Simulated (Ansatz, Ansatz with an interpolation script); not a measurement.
# PbF2 (Pnma): quasiparticle bands by Wannier interpolation

Aim: the G0W0 bands of PbF2 (Pnma) along the symmetry lines, with the gap off the mesh.

Main program and level: Ansatz 0.2.0; LDA, Wannier functions and G0W0, plane waves, PAW.

The database entry behind the starting cell differs from later determinations by our own check (about 0.2 % short), so it need not match the best structure at ambient conditions.

### 1. Starting point

The structure is orthorhombic, space group Pnma (No. 62). The conventional cell has a = 6.427 Å, b = 3.891 Å, c = 7.636 Å, α = 90.00°, β = 90.00°, γ = 90.00°. Nearest to Pb lie 5 F at 2.48 to 2.57 Å. F has 4 Pb at 2.48 to 2.51 Å nearest. Nearest to F lie 1 Pb at 2.57 Å. Farther neighbours and most contacts between anions are not listed.

As a file:

```cif
data_structure
_symmetry_space_group_name_H-M 'Pnma'
_symmetry_Int_Tables_number 62
_cell_length_a 6.4269
_cell_length_b 3.8910
_cell_length_c 7.6357
_cell_angle_alpha 90.000
_cell_angle_beta 90.000
_cell_angle_gamma 90.000
_cell_volume 190.95
loop_
_atom_site_label
_atom_site_type_symbol
_atom_site_symmetry_multiplicity
_atom_site_Wyckoff_symbol
_atom_site_fract_x
_atom_site_fract_y
_atom_site_fract_z
_atom_site_occupancy
Pb1 Pb 4 c 0.75600 0.75000 0.10300 1
F1 F 4 c 0.14200 0.75000 0.08500 1
F2 F 4 c 0.55100 0.75000 0.81400 1
```

The cell and positions come from the Crystallography Open Database and are kept as given unless a step says otherwise. Spin-orbit coupling is left out unless a step names it. The default PAW set here is soft_2. Its files were made with PBE.

### 2. LDA bands

Levels along a band path, at the cheap level, show where the edges lie and whether the meshes to come will hold them.

This step: DFT, LDA, plane waves, PAW.

input.yaml reads:

```yaml
crystal:
  lattice:
    - [6.42689, 0.0, 0.0]
    - [0.0, 3.89098, 0.0]
    - [0.0, 0.0, 7.63574]
  atoms:
    - { symbol: Pb, position: [0.756, 0.75, 0.103] }
    - { symbol: Pb, position: [0.244, 0.25, 0.897] }
    - { symbol: Pb, position: [0.744, 0.25, 0.603] }
    - { symbol: Pb, position: [0.256, 0.75, 0.397] }
    - { symbol: F, position: [0.142, 0.75, 0.085] }
    - { symbol: F, position: [0.858, 0.25, 0.915] }
    - { symbol: F, position: [0.358, 0.25, 0.585] }
    - { symbol: F, position: [0.642, 0.75, 0.415] }
    - { symbol: F, position: [0.551, 0.75, 0.814] }
    - { symbol: F, position: [0.449, 0.25, 0.186] }
    - { symbol: F, position: [0.949, 0.25, 0.314] }
    - { symbol: F, position: [0.051, 0.75, 0.686] }
kpoints:
  mp_grid: { grid: [4, 4, 2] }
  band_path:
    path:
      - [[0.0, 0.0, 0.0], [0.5, 0.0, 0.0], [0.5, 0.5, 0.0], [0.0, 0.5, 0.0], [0.0, 0.0, 0.0], [0.0, 0.0, 0.5], [0.5, 0.0, 0.5], [0.5, 0.5, 0.5], [0.0, 0.5, 0.5], [0.0, 0.0, 0.5]]
      - [[0.5, 0.0, 0.0], [0.5, 0.0, 0.5]]
      - [[0.0, 0.5, 0.0], [0.0, 0.5, 0.5]]
      - [[0.5, 0.5, 0.0], [0.5, 0.5, 0.5]]
    npoints: 10
hamiltonian:
  xc: lda
scf:
  occupations: { method: fermi_dirac, width: 0.02 }
  n_extra_bands: 101
output:
  eigenvalues: true
  fatbands: true
```

Command:

```
ansatz run input.yaml --threads 16 --pin off --max-ram 64512MiB --backend cuda --events-out ev --progress --plain --runs-dir out --devices 1 --max-vram 78GiB
```

Numbers of over 12 decimals in the logs are rounded to 6 here.

What it wrote:

```text
scf.n_extra_bands = 101 over 56 filled bands (N_el = 112.0): the run solves 157 bands
GPUs: using 1 of 1 available (devices: 1).
Engine: ansatz 0.2.0, aarch64-unknown-linux-gnu
Pseudopotentials: kind: paw
Pseudopotential: Pb, paw, valence charge 14, recommended cutoff 420 eV (normal), Pb.paw.azcp
Pseudopotential: F, paw, valence charge 7, recommended cutoff 420 eV (normal), F.paw.azcp
Functional definition: SPW92
  exchange = slater_x
  correlation = pw_c
concurrent solve slots: 9 of 16 are kept, ahead of what memory takes: no pass of the eigensolver takes more rounds on 9
[...]
Crystal: 12 atoms, lattice volume = 190.946 Å³
Basis set: ecut = 420 eV, 3749 PW (Γ)
Bands: 157, of which v1, the nominal top of the filled ones, is band 56 counted from 1 (55 counted from 0)
Symmetry: 8 space group operations
Space group: Pnma (ITA 62), of the structure as read, at distance tolerance 5.8e-5 Å
k-points: 18 of 32
Non-local potential: Pb, projectors of the file, l = 0: 2, l = 1: 2, l = 2: 2, l = 3: 2
Non-local potential: F, projectors of the file, l = 0: 2, l = 1: 2, l = 2: 1
PAW form: soft (Blöchl's): semilocal exchange-correlation on the pseudo side does not see the compensation charge
PAW frozen core: Pb, regenerated for the run's functional, and the local potential with it (the file was generated under x = pbe(κ = 0.804, μ = 0.219515), c = pbe(β = 0.066725))
PAW frozen core: F, regenerated for the run's functional, and the local potential with it (the file was generated under x = pbe(κ = 0.804, μ = 0.219515), c = pbe(β = 0.066725))
PAW one-centre angular grid: Pb, 590 points (default); XC on 64 Gauss nodes
PAW one-centre angular grid: F, 110 points (default); XC on 64 Gauss nodes
Initial density: superposition of atomic densities (neutral atoms: chi_scale 0, normalization atom), corrected by the library's trained network
Initial wavefunctions: pseudopotential atomic-orbital guess
[...]
Functional: x = slater, c = lda
SCF iter   1: F=—  HF=-52764.631791 eV  |F-HF|=—  |Δ(HF+E_count)|=         —  Δρ=2.13e-2  dr2=6.64e-1  ethr=1.77e-3  ⟨swp⟩=6.2  Hψ=14137  notcnv=0  defer=1263
preconditioner: auto → Resta (q_TF=auto, 2.496 Å⁻¹)  ε∞=1.8  [insulator: Δε(μ)=3.868 eV  Ē_g=31.612 eV  σ=0.020 eV  W_gap=1.00  n_scr=44 (ndim 8)  ℏωp=28.4 eV  f_vac=0.025  D(μ)=0.00/eV (n_scr^D=0)  ε∞_Penn≈1.8]
SCF iter   2: F=—  HF=-52764.487136 eV  |F-HF|=—  |Δ(HF+E_count)|=   1.45e-1  Δρ=1.08e-2  dr2=1.10e-1  ethr=5.93e-4  ⟨swp⟩=2.1  Hψ=3649  notcnv=0  defer=1734
SCF iter   3: F=—  HF=-52764.456213 eV  |F-HF|=—  |Δ(HF+E_count)|=   3.09e-2  Δρ=1.81e-3  dr2=3.65e-3  ethr=9.82e-5  ⟨swp⟩=2.1  Hψ=2114  notcnv=0  defer=1734
SCF iter   4: F=—  HF=-52764.455142 eV  |F-HF|=—  |Δ(HF+E_count)|=   1.07e-3  Δρ=6.86e-4  dr2=6.38e-4  ethr=3.26e-6  ⟨swp⟩=2.0  Hψ=2040  notcnv=0  defer=1734
SCF iter   5: F=—  HF=-52764.455096 eV  |F-HF|=—  |Δ(HF+E_count)|=   4.61e-5  Δρ=2.63e-4  dr2=9.01e-5  ethr=5.70e-7  ⟨swp⟩=2.0  Hψ=2096  notcnv=0  defer=1734
SCF iter   6: F=—  HF=-52764.454754 eV  |F-HF|=—  |Δ(HF+E_count)|=   3.42e-4  Δρ=4.75e-5  dr2=3.26e-6  ethr=8.05e-8  ⟨swp⟩=2.0  Hψ=1528  notcnv=0  defer=1734
SCF iter   7: F=—  HF=-52764.454753 eV  |F-HF|=—  |Δ(HF+E_count)|=   5.67e-7  Δρ=1.41e-5  dr2=3.00e-7  ethr=2.91e-9  ⟨swp⟩=2.0  Hψ=1529  notcnv=0  defer=1734
SCF iter   8: F=-52764.454753 eV  HF=-52764.454753 eV  |F-HF|=3.49e-9  |Δ(HF+E_count)|=   4.93e-9  Δρ=2.42e-6  dr2=6.10e-9  ethr=8.93e-11  ⟨swp⟩=14.6  Hψ=22595  notcnv=0
SCF 1 converged in 8 iterations: F = -52764.454753 eV  dr2 = 6.10e-9
[...]
NSCF: frozen V_eff on 124 k-points
SCF converged after 8 iterations
Free energy (F): -52764.454753 eV
Harris-Foulkes:  -52764.454753 eV  (|F-HF|=3.49e-9)
Internal energy: -52764.454753 eV  (E = F + TS)
E sigma→0 (E₀):  -52764.454753 eV
Fermi energy:    7.668207 eV
--- Per-component energies (eV) ---
  E_band       = -423.609824
  E_kinetic    = 2776.442931
  E_local      = -8183.007033  (includes V_loc(G=0)·N_el)
  E_nonlocal   = 2022.288369
  E_hartree    = 3076.471085
  E_xc         = -1501.455129
  E_vxc        = -1342.010441  (∫ρ·V_xc dr)
  E_paw        = -41890.904517  (= ΣΔE_a)
  E_vpaw       = -1850.281155  (= ΣTr[D̂ρ^β])
  E_aug_tail   = 0.016189  (compensation charges beyond the density's cutoff)
  E_ewald      = -9064.901806
  E_core_change = 0.595159  (= ΣΔE_core)
  E_smearing   = -0.000000  (= −TS)
  E_closure    = 0.000000  (closes the sum)
  Σ components = -52764.454753   (vs F -52764.454753, Δ=0.00e0)
--- Band table (eV; the first three rows and the last of 18) ---
  k-point 0: bands = [... 52 lower, 4.2112, 5.1535, 5.3244, 5.6379, 9.8075, 10.5422, 11.4668, 11.4779, ... 3 higher]
  k-point 1: bands = [... 52 lower, 4.6775, 4.6775, 5.4109, 5.4109, 10.4534, 10.4534, 11.6390, 11.6390, ... 3 higher]
  k-point 2: bands = [... 52 lower, 4.6779, 4.9432, 5.2520, 5.3992, 10.3036, 11.1502, 11.1536, 11.4141, ... 3 higher]
  k-point 17: bands = [... 52 lower, 5.1556, 5.1556, 5.1556, 5.1556, 10.0859, 10.0859, 10.0859, 10.0859, ... 3 higher]
```

The job ended after 16 s (1 × NVIDIA GB200 (shared by 2 runs) with 16 threads of Arm Neoverse V2, shared host; peak memory 1.3 GiB; 3.5 min of CPU time).

This step gave:

* filled bands: 56
* gap: 4.074 eV
* valence top at: Γ
* conduction bottom at: T
* least direct gap: 4.170 eV

The gap is indirect, with the least direct gap 0.10 eV higher.

### 3. Wannier functions (F:2p Pb:6p) on 8×8×4

Localised functions give a small Hamiltonian that interpolates between mesh points at no cost.

This step: maximally localised Wannier functions, LDA, plane waves, PAW.

input.yaml, the sections that differ from step 2:

```yaml
kpoints:
  mp_grid: { grid: [4, 4, 2] }
scf:
  occupations: { method: fixed }
  n_extra_bands: 101
output:
  wannier:
    kmesh: [8, 8, 4]
    projections: [{ species: F, l: p, shell: 2 }, { species: Pb, l: p, shell: 6 }]
    minimise: true
    write_hr: true
    seedname: w
    conv_tol: 1.0e-06
    max_iter: 20000
    stability_check: false
    disentanglement:
      window: [1.45, 15.51]
      frozen_window: [1.45, 12.51]
      conv_tol: 1.0e-08
# crystal, hamiltonian: as in step 2
```

What it wrote:

```text
[...]
GPUs: using 1 of 1 available (devices: 1).
[...]
Crystal: 12 atoms, lattice volume = 190.946 Å³
Basis set: ecut = 420 eV, 3749 PW (Γ)
Bands: 157, of which v1, the nominal top of the filled ones, is band 56 counted from 1 (55 counted from 0)
Symmetry: 8 space group operations
[...]
k-points: 18 of 32
[...]
SCF iter   1: F=—  HF=-52764.631784 eV  |F-HF|=—  |Δ(HF+E_count)|=         —  Δρ=2.12e-2  dr2=6.60e-1  ethr=1.77e-3  ⟨swp⟩=4.8  Hψ=9563  notcnv=0  defer=1771
[...]
SCF iter   8: F=-52764.454753 eV  HF=-52764.454753 eV  |F-HF|=3.19e-9  |Δ(HF+E_count)|=   1.12e-8  Δρ=2.36e-6  dr2=5.83e-9  ethr=8.93e-11  ⟨swp⟩=16.8  Hψ=27155  notcnv=0
SCF 1 converged in 8 iterations: F = -52764.454753 eV  dr2 = 5.83e-9
[...]
NSCF: frozen V_eff on 18 k-points
the band table was solved once the SCF had ended and its energy, with any forces and stress, was formed, with the checks that follow a solve (10372 applications of the Hamiltonian). They found nothing against the state; the energy, forces and stress were not computed again (output.eigenvalues in the input reference)
[...]
SCF converged after 8 iterations
[...]
k-point 17: bands = [... 52 lower, 5.1556, 5.1556, 5.1556, 5.1556, 10.0859, 10.0859, 10.0859, 10.0859, ... 3 higher]
Wannier search: line search 1 of at most 20000: gauge-dependent spread (as the search counts it) 3.9852465 Å², largest recent change 7.5e-1 Å² against conv_tol 1.0e-6 Å², 0 stops escaped
[...]
```

Elapsed: 39 s, on 1 × NVIDIA GB200 (shared by 2 runs) with 16 threads; peak memory 1.7 GiB.

Numbers from this step:

| Quantity | Value |
| --- | --- |
| gauge-invariant spread | 51.31 Å² |
| diagonal spread | 0.03742 Å² |
| off-diagonal spread | 3.579 Å² |
| total spread | 54.93 Å² |
| least projectability | 0.4213 |
| localisation steps | 1461 |
| disentanglement steps | 3 |
| r.m.s. interpolation error | 4.26e-4 eV |
| r.m.s. error near the gap | 5.44e-4 eV |

Near the gap the model misses directly solved bands by 0.5 meV r.m.s. and by 16 meV at most in the window tested. This tests the starting bands, not the corrections carried with them.

Wannier functions, by row:

| function | x (Å) | y (Å) | z (Å) | spread (Å²) | nearest atom | distance (Å) |
| --- | --- | --- | --- | --- | --- | --- |
| 1 | 0.978 | 2.918 | 0.736 | 1.207 | F5 | 0.109 |
| 2 | 0.767 | 2.918 | 0.644 | 1.11 | F5 | 0.146 |
| 3 | 0.949 | 2.918 | 0.554 | 1.04 | F5 | 0.102 |
| 4 | 5.449 | 0.973 | 6.9 | 1.207 | F6 | 0.109 |
| 5 | 5.66 | 0.973 | 6.992 | 1.11 | F6 | 0.146 |
| 6 | 5.478 | 0.973 | 7.082 | 1.04 | F6 | 0.102 |
| 7 | 2.235 | 0.973 | 4.554 | 1.207 | F7 | 0.109 |
| 8 | 2.447 | 0.973 | 4.462 | 1.11 | F7 | 0.146 |
| 9 | 2.264 | 0.973 | 4.371 | 1.04 | F7 | 0.102 |
| 10 | 4.192 | 2.918 | 3.082 | 1.207 | F8 | 0.109 |
| 11 | 3.98 | 2.918 | 3.174 | 1.11 | F8 | 0.146 |
| 12 | 4.163 | 2.918 | 3.264 | 1.04 | F8 | 0.102 |
| 13 | 3.579 | 2.918 | 6.233 | 0.82 | F9 | 0.042 |
| 14 | 3.531 | 2.918 | 6.231 | 0.784 | F9 | 0.018 |
| 15 | 3.538 | 2.918 | 6.204 | 0.783 | F9 | 0.012 |
| 16 | 2.848 | 0.973 | 1.402 | 0.82 | F10 | 0.042 |
| 17 | 2.896 | 0.973 | 1.405 | 0.784 | F10 | 0.018 |
| 18 | 2.889 | 0.973 | 1.432 | 0.783 | F10 | 0.012 |
| 19 | 6.061 | 0.973 | 2.416 | 0.82 | F11 | 0.042 |
| 20 | 6.109 | 0.973 | 2.413 | 0.784 | F11 | 0.018 |
| 21 | 6.102 | 0.973 | 2.386 | 0.783 | F11 | 0.012 |
| 22 | 0.366 | 2.918 | 5.22 | 0.82 | F12 | 0.042 |
| 23 | 0.317 | 2.918 | 5.223 | 0.784 | F12 | 0.018 |
| 24 | 0.325 | 2.918 | 5.249 | 0.783 | F12 | 0.012 |
| 25 | 4.959 | 2.918 | 0.742 | 2.628 | Pb1 | 0.11 |
| 26 | 4.617 | 2.918 | 0.782 | 2.72 | Pb1 | 0.241 |
| 27 | 4.805 | 2.918 | 0.838 | 2.639 | Pb1 | 0.074 |
| 28 | 1.467 | 0.973 | 6.894 | 2.628 | Pb2 | 0.11 |
| 29 | 1.809 | 0.973 | 6.853 | 2.72 | Pb2 | 0.241 |
| 30 | 1.621 | 0.973 | 6.798 | 2.639 | Pb2 | 0.074 |
| 31 | 4.681 | 0.973 | 4.559 | 2.628 | Pb3 | 0.11 |
| 32 | 5.023 | 0.973 | 4.6 | 2.72 | Pb3 | 0.241 |
| 33 | 4.835 | 0.973 | 4.656 | 2.639 | Pb3 | 0.074 |
| 34 | 1.746 | 2.918 | 3.076 | 2.628 | Pb4 | 0.11 |
| 35 | 1.404 | 2.918 | 3.036 | 2.72 | Pb4 | 0.241 |
| 36 | 1.592 | 2.918 | 2.98 | 2.639 | Pb4 | 0.074 |

Frozen up to 6.87 eV; above it the model need not follow the bands. The electronic bands at the labelled points (eV, zero at the valence-band top):

| point | band 53 | band 54 | band 55 | band 56 | band 57 | band 58 | band 59 | band 60 |
| --- | --- | --- | --- | --- | --- | --- | --- | --- |
| Γ | -1.43 | -0.48 | -0.31 | 0.00 | 4.17 | 4.90 | 5.83 | 5.84 |
| halfway | -1.29 | -0.44 | -0.42 | -0.06 | 4.32 | 4.54 | 4.87 | 6.30 |
| X | -0.82 | -0.82 | -0.23 | -0.23 | 4.28 | 4.28 | 5.21 | 5.21 |
| halfway | -0.77 | -0.77 | -0.30 | -0.30 | 4.38 | 4.38 | 5.29 | 5.29 |
| S | -0.62 | -0.62 | -0.62 | -0.62 | 4.49 | 4.49 | 4.49 | 4.49 |
| halfway | -0.89 | -0.89 | -0.27 | -0.27 | 4.37 | 4.37 | 4.90 | 4.90 |
| Y | -0.96 | -0.96 | -0.12 | -0.12 | 4.39 | 4.39 | 5.26 | 5.26 |
| halfway | -0.96 | -0.69 | -0.39 | -0.24 | 4.67 | 5.51 | 5.52 | 5.78 |
| Γ | -1.43 | -0.48 | -0.31 | 0.00 | 4.17 | 4.90 | 5.83 | 5.84 |
| halfway | -1.38 | -0.55 | -0.28 | -0.13 | 4.35 | 5.22 | 5.41 | 5.92 |
| Z | -0.96 | -0.96 | -0.23 | -0.23 | 4.82 | 4.82 | 6.00 | 6.00 |
| halfway | -0.80 | -0.80 | -0.28 | -0.28 | 4.61 | 4.61 | 5.34 | 5.34 |
| U | -0.55 | -0.55 | -0.43 | -0.43 | 4.60 | 4.60 | 4.76 | 4.76 |
| halfway | -0.57 | -0.57 | -0.41 | -0.41 | 4.63 | 4.63 | 4.94 | 4.94 |
| R | -0.48 | -0.48 | -0.48 | -0.48 | 4.45 | 4.45 | 4.45 | 4.45 |
| halfway | -0.55 | -0.55 | -0.30 | -0.30 | 4.15 | 4.15 | 5.07 | 5.07 |
| T | -0.54 | -0.54 | -0.20 | -0.20 | 4.07 | 4.07 | 5.65 | 5.65 |
| halfway | -0.61 | -0.61 | -0.38 | -0.38 | 5.26 | 5.26 | 5.36 | 5.36 |
| Z | -0.96 | -0.96 | -0.23 | -0.23 | 4.82 | 4.82 | 6.00 | 6.00 |
| jump to X | -0.82 | -0.82 | -0.23 | -0.23 | 4.28 | 4.28 | 5.21 | 5.21 |
| halfway | -0.72 | -0.72 | -0.29 | -0.29 | 4.37 | 4.37 | 5.05 | 5.05 |
| U | -0.55 | -0.55 | -0.43 | -0.43 | 4.60 | 4.60 | 4.76 | 4.76 |
| jump to Y | -0.96 | -0.96 | -0.12 | -0.12 | 4.39 | 4.39 | 5.26 | 5.26 |
| halfway | -0.76 | -0.76 | -0.14 | -0.14 | 4.21 | 4.21 | 5.46 | 5.46 |
| T | -0.54 | -0.54 | -0.20 | -0.20 | 4.07 | 4.07 | 5.65 | 5.65 |
| jump to S | -0.62 | -0.62 | -0.62 | -0.62 | 4.49 | 4.49 | 4.49 | 4.49 |

The same for Kohn-Sham, solved directly:

| point | band 53 | band 54 | band 55 | band 56 | band 57 | band 58 | band 59 | band 60 |
| --- | --- | --- | --- | --- | --- | --- | --- | --- |
| Γ | -1.43 | -0.48 | -0.31 | 0.00 | 4.17 | 4.90 | 5.83 | 5.84 |
| X | -0.82 | -0.82 | -0.23 | -0.23 | 4.28 | 4.28 | 5.21 | 5.21 |
| S | -0.62 | -0.62 | -0.62 | -0.62 | 4.49 | 4.49 | 4.49 | 4.49 |
| Y | -0.96 | -0.96 | -0.12 | -0.12 | 4.39 | 4.39 | 5.26 | 5.26 |
| Γ | -1.43 | -0.48 | -0.31 | 0.00 | 4.17 | 4.90 | 5.83 | 5.84 |
| Z | -0.96 | -0.96 | -0.23 | -0.23 | 4.82 | 4.82 | 6.00 | 6.00 |
| U | -0.55 | -0.55 | -0.43 | -0.43 | 4.60 | 4.60 | 4.76 | 4.76 |
| R | -0.48 | -0.48 | -0.48 | -0.48 | 4.45 | 4.45 | 4.45 | 4.45 |
| T | -0.54 | -0.54 | -0.20 | -0.20 | 4.07 | 4.07 | 5.65 | 5.65 |
| Z | -0.96 | -0.96 | -0.23 | -0.23 | 4.82 | 4.82 | 6.00 | 6.00 |
| X | -0.82 | -0.82 | -0.23 | -0.23 | 4.28 | 4.28 | 5.21 | 5.21 |
| U | -0.55 | -0.55 | -0.43 | -0.43 | 4.60 | 4.60 | 4.76 | 4.76 |
| Y | -0.96 | -0.96 | -0.12 | -0.12 | 4.39 | 4.39 | 5.26 | 5.26 |
| T | -0.54 | -0.54 | -0.20 | -0.20 | 4.07 | 4.07 | 5.65 | 5.65 |

### 4. G0W0 at every point of the mesh: 4×4×2 mesh, 1414 empty bands, screening to 220 eV

Now the one-shot GW correction: screening in the RPA, then the self-energy of the levels asked for.

This step: G0W0 on LDA, plane waves, PAW.

input.yaml, the sections that differ from step 3:

```yaml
scf:
  occupations: { method: fixed }
gw:
  n_empty_bands: 1414
  ecut_chi: 220.0
  qp_bands: [v24, c10]
  screening: { model: contour_deformation }
# crystal, kpoints, hamiltonian: as in step 3
# output: removed
```

What it wrote:

```text
GPUs: using 1 of 1 available (devices: 1).
[...]
Crystal: 12 atoms, lattice volume = 190.946 Å³
Basis set: ecut = 420 eV, 3749 PW (Γ)
Bands: 68, of which v1, the nominal top of the filled ones, is band 56 counted from 1 (55 counted from 0)
Symmetry: 8 space group operations
[...]
k-points: 18 of 32
[...]
SCF iter   1: F=—  HF=-52764.625838 eV  |F-HF|=—  |Δ(HF+E_count)|=         —  Δρ=2.13e-2  dr2=6.65e-1  ethr=1.77e-3  ⟨swp⟩=5.0  Hψ=3957  notcnv=0  defer=164
[...]
SCF iter   8: F=-52764.454753 eV  HF=-52764.454753 eV  |F-HF|=1.75e-10  |Δ(HF+E_count)|=   8.22e-8  Δρ=1.75e-6  dr2=6.33e-9  ethr=8.93e-11  ⟨swp⟩=8.4  Hψ=4670  notcnv=0
SCF 1 converged in 8 iterations: F = -52764.454753 eV  dr2 = 6.33e-9
[...]
G₀W₀ screening: q 1/18
[...]
SCF converged after 8 iterations
[...]
16    44      3.3825   -28.5409     5.8737   -21.5413  0.7089     2.2252     2.2566  root
    16    45      3.7914   -30.1043     6.0725   -22.8850  0.7104     2.6146     2.6447  root
    16    46      3.7914   -30.1043     6.0725   -22.8850  0.7104     2.6146     2.6447  root
    16    47      3.7914   -30.1043     6.0725   -22.8850  0.7104     2.6146     2.6447  root
    16    48      3.7914   -30.1043     6.0725   -22.8850  0.7104     2.6146     2.6447  root
    16    49      4.1367   -30.8751     6.2733   -23.4512  0.7091     2.9566     2.9861  root
    16    50      4.1367   -30.8751     6.2733   -23.4512  0.7091     2.9566     2.9861  root
    16    51      4.1367   -30.8751     6.2733   -23.4512  0.7091     2.9566     2.9861  root
    16    52      4.1367   -30.8751     6.2733   -23.4512  0.7091     2.9566     2.9861  root
    16    53      5.0183   -27.3131     3.7701   -22.4445  0.7562     3.9011     3.9198  root
    16    54      5.0183   -27.3131     3.7701   -22.4445  0.7562     3.9011     3.9198  root
    16    55      5.0183   -27.3131     3.7701   -22.4445  0.7562     3.9011     3.9198  root
    16    56      5.0183   -27.3131     3.7701   -22.4445  0.7562     3.9011     3.9198  root
    16    57     10.1282   -11.0385    -3.3142   -15.4045  0.8170    11.1906    11.1800  root
[...]
17    62     12.2627   -10.8116    -3.9041   -15.9416  0.8037    13.5105    13.4886  root
    17    63     12.2627   -10.8116    -3.9041   -15.9416  0.8037    13.5105    13.4886  root
    17    64     12.2627   -10.8116    -3.9041   -15.9416  0.8037    13.5105    13.4886  root
    17    65     13.1677   -11.0233    -4.1310   -16.4666  0.8014    14.5070    14.4799  root
    17    66     13.1677   -11.0233    -4.1310   -16.4666  0.8014    14.5070    14.4799  root
```

It took 4.1 min on 1 × NVIDIA GB200 (shared by 2 runs) with 16 threads; peak memory 5.3 GiB; 12 min of CPU time.

Numbers from this step:

* bands summed: 1470
* RPA ε∞ on this mesh (eigenvalues): 3.640, 3.702, 3.732
* plane waves in the screening matrix: 1413
* q-points in the mesh: 32
* G0W0 gap on the mesh: 6.102 eV
* k of the valence top: 0, 0, 0
* k of the conduction bottom: 0, -0.5, -0.5
* starting gap on the mesh: 4.074 eV
* Z at the valence top: 0.7550
* Z at the conduction bottom: 0.8235
* least direct G0W0 gap on the computed points: 6.190 eV

The gap on the mesh goes from 4.07 eV to 6.10 eV, a correction of +2.03 eV. Between the two edge states, bare exchange in place of the xc potential would open the gap by 9.11 eV, and correlation takes back 7.08 eV.

(Continued in part 2 of 2.)

[Paths, hosts, dates, memory and timing lines, banners, echoed tables and standing remarks are left out of the program output.]

[Logs are printed without paths, hosts, clocks, repeated set-up lines and the standing remarks that a program may print on its own settings, such as how far it seeks lower states.]

[Runs of the session that timed out or met a known fault of the program may be left out.]

[Hosts, paths, dates, database ids (printed as entryN), source tags and the programs' standing remarks are cut or masked in the printed files.]
